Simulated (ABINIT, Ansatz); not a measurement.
# BaNaH6Ir (F-43m): G0W0 on several meshes in ABINIT, part 2 of 2

Wanted: mesh dependence and cost of G0W0 for BaNaH6Ir (F-43m).

ABINIT 10.8.3; LDA and many-body steps on it, plane waves. Known limits of the many-body steps: not at the basis limit; no spin polarisation; d states lean on the start; no spin-orbit coupling; coarse k mesh.

So far. Step 4 (2×2×2): The gap on the mesh goes from 2.99 eV to 4.16 eV, a correction of +1.17 eV. Step 5 (Empty states on the mesh, 4×4×4 mesh, 110 bands): On this mesh the gap is 2.990 eV.

### 7. 4×4×4

This step: G0W0 on LDA, plane waves, norm-conserving pseudopotentials.

run.abi reads:

```
acell 3*1.0 Angstrom
rprim 
  -0.000000000000 3.922549000000 3.922549000000
  3.922549000000 -0.000000000000 3.922549000000
  3.922549000000 3.922549000000 -0.000000000000
ntypat 4
znucl 11 56 1 77
natom 9
typat 1 2 3 3 3 3 3 3 4
xred 
  0.250000000000 0.250000000000 0.250000000000
  0.750000000000 0.750000000000 0.750000000000
  0.784973000000 0.215027000000 0.215027000000
  0.215027000000 0.784973000000 0.215027000000
  0.784973000000 0.784973000000 0.215027000000
  0.215027000000 0.784973000000 0.784973000000
  0.784973000000 0.215027000000 0.784973000000
  0.215027000000 0.215027000000 0.784973000000
  0.000000000000 0.000000000000 0.000000000000
pp_dirpath "pseudos"
pseudos "Na.upf, Ba.upf, H.upf, Ir.upf"
ecut 38
ngkpt 4 4 4
nshiftk 1
shiftk 0 0 0
kptopt 1
chksymbreak 0
istwfk *1
occopt 1
irdwfk 1
optdriver 4
nband 100
gwcalctyp 0
ecutsigx 38
symsigma 1
nkptgw 2
kptgw 
  0.0000000000 0.0000000000 0.0000000000
  0.5000000000 0.5000000000 0.0000000000
bdgw 
  19 24
  20 23
ecuteps 4.2
irdscr 1
ppmodel 1
indata_prefix "in"
outdata_prefix "out"
tmpdata_prefix "tmp"
```

Command:

```bash
$ OMP_NUM_THREADS=1 mpirun -n 4 abinit run.abi > log
```

Numbers of over 12 decimals in the logs are rounded to 6 here.

What it wrote:

```text
.Version 10.8.3 of ABINIT. v10.8.2 released Aug 2026.

 Symmetries : space group F-4 3 m (#216); Bravais cF (face-center cubic)
[... echo of the input left out ...]
== DATASET  1 ==================================================================
-   mpi_nproc: 4, omp_nthreads: 1 (-1 if OMP is not activated)

--- !DatasetInfo
iteration_state: {dtset: 1, }
dimensions: {natom: 9, nkpt: 8, mband: 100, nsppol: 1, nspinor: 1, nspden: 1, mpw: 9185, }
cutoff_energies: {ecut:  38.0, pawecutdg:  -1.0, }
electrons: {nelect:   4.20000000E+01, charge:   0.00000000E+00, occopt:   1.00000000E+00, tsmear:   1.00000000E-02, }

 SIGMA: Calculation of the GW corrections

 Based on a program developped by R.W. Godby, V. Olevano, G. Onida, and L. Reining.
 Incorporated in ABINIT by V. Olevano, G.-M. Rignanese, and M. Torrent.
.Using double precision arithmetic ; gwpc =  8

[... cell and pseudopotentials left out ...]
--------------------------------------------------------------------------------

 ==== K-mesh for the wavefunctions ====
 Number of points in the irreducible wedge :     8
[... list of points left out ...]
 Together with 24 symmetry operations and time-reversal symmetry
 yields    64 points in the full Brillouin Zone.

 ==== Q-mesh for screening function ====
 Number of points in the irreducible wedge :     8
[... list of points left out ...]
 Together with 24 symmetry operations and time-reversal symmetry
 yields    64 points in the full Brillouin Zone.

 vcoul_init : cutoff-mode = AUXILIARY_FUNCTION
 q-points for optical limit:   1
     1)      0.000010    0.000020    0.000030
 setmesh: FFT mesh size selected  =    60x   60x   60
          total number of points  =       216000

 Number of electrons calculated from density =   42.0000; Expected =   42.0000
[...]
number of omega for Sigma on real axis              0
 max omega for Sigma on real axis  [eV]           0.00
 zcut for avoiding poles [eV]                     0.10

 EPSILON^-1 parameters (SCR file):
 dimension of the eps^-1 matrix on file            331
 dimension of the eps^-1 matrix used               331
 number of plane-waves for wavefunctions          9185
 number of bands                                   100
 number of q-points in IBZ                           8
 number of frequencies                               2
 number of real frequencies                          1
 number of imag frequencies                          1

 matrix elements of self-energy operator (all in [eV])

 Perturbative Calculation

--- !SelfEnergy_ee
iteration_state: {dtset: 1, }
kpoint     : [   0.000,    0.000,    0.000, ]
spin       : 1
KS_gap     :    4.356
QP_gap     :    5.479
Delta_QP_KS:    1.123
data: !SigmaeeData |
     Band     E0 <VxcDFT>   SigX SigC(E0)      Z dSigC/dE  Sig(E)    E-E0       E
       19   1.722 -18.174 -22.186   3.904   0.781  -0.281 -18.258  -0.084   1.637
       20   1.722 -18.174 -22.186   3.904   0.781  -0.281 -18.258  -0.084   1.637
       21   1.722 -18.174 -22.186   3.904   0.781  -0.281 -18.258  -0.084   1.637
[...]
--- !SelfEnergy_ee
iteration_state: {dtset: 1, }
kpoint     : [   0.500,    0.500,    0.000, ]
spin       : 1
KS_gap     :    3.020
QP_gap     :    4.339
Delta_QP_KS:    1.318
data: !SigmaeeData |
     Band     E0 <VxcDFT>   SigX SigC(E0)      Z dSigC/dE  Sig(E)    E-E0       E
[...]
22   4.712 -11.485  -7.398  -2.627   0.830  -0.205 -10.273   1.212   5.924
       23   6.945 -11.163  -6.732  -2.907   0.830  -0.205  -9.898   1.266   8.211

== END DATASET(S) ==============================================================
================================================================================

 -outvars: echo values of variables after computation  --------
           etotal      0.0000000000E+00
            nband         100
             nkpt           8
          spgroup         216
 [... the other variables as echoed above ...]

 Calculation completed.
```

Wall time 21 s (4 MPI ranks of Arm Neoverse V1, shared host); peak memory 1.8 GiB.

Numbers from this step:

```yaml
g0w0_gap_on_the_points_computed: 4.287 eV
starting_gap_on_the_mesh: 2.990 eV
k_of_the_valence_top: 0, 0, 0
k_of_the_conduction_bottom: 0.5, 0.5, 0
z_at_the_valence_top: 0.781
z_at_the_conduction_bottom: 0.83
least_direct_g0w0_gap_on_the_computed_points: 4.339 eV
```

Against G0W0 in ABINIT (2×2×2 mesh, 100 bands, screening to 114.3 eV, Godby-Needs plasmon pole), the gap moves by +0.123 eV.

### 8. Side by side

Times are wall times on 4 MPI ranks of Arm Neoverse V1, shared host, good to a factor of about two. A run's time includes the screening step that it read.

```csv
run,mesh,bands,screening cutoff (eV),DFT gap (eV),gap on the mesh (eV),direct (eV),ε∞ used,time
2×2×2,2×2×2,100,114.3,2.990,4.164,4.219,4.10,27 s
4×4×4,4×4×4,100,114.3,2.990,4.287,4.339,3.65,2.3 min
```

### 9. What came out

| Quantity | Value |
| --- | --- |
| 2×2×2 | 4.164 eV |
| 4×4×4 | 4.287 eV |
| known limits | not at the basis limit; no spin polarisation; d states lean on the start; no spin-orbit coupling; coarse k mesh |

What this shows: 4×4×4: +0.123 eV against 2×2×2. Bands and cutoff are finite, so the gap is not at the basis limit. The miss can reach some tenths of an eV and take either sign; the mesh is an error of its own. In the first G0W0 run levels were corrected at 2 k points alone, so a gap called «on the mesh» is the least over those, and an edge elsewhere would be missed. The 2×2×2 mesh is coarse for this cell, which bears on the long-range parts of exchange and screening. The runs have no spin polarisation. For a closed low-spin shell that is the natural state; where a d or f shell is open it is a constraint, and the gap is then not the crystal's own. With d states at the gap, one-shot GW leans hard on its start. The many-body steps are scalar-relativistic: spin-orbit coupling is not in them.

[Paths, hosts, dates, memory and timing lines, banners, echoed tables and standing remarks are left out of the program output.]

[Logs are printed without paths, hosts, clocks, repeated set-up lines and the standing remarks that a program may print on its own settings, such as how far it seeks lower states.]

[Runs of the session that timed out or met a known fault of the program may be left out.]

[No measured gap is set beside runs whose start may be inverted or whose files or cutoffs have a known fault.]

[Hosts, paths, dates, database ids (printed as entryN), source tags and the programs' standing remarks are cut or masked in the printed files.]

[G0W0 gaps are taken among the corrected bands and points alone; a level outside them can change the order at an edge.]

[Where Ansatz stands beside ABINIT at settings called matched, ABINIT's density can come from a denser mesh and the files from another edition; pairs whose starting gaps differed by over 0.03 eV were left out, so agreement reads better than it is.]
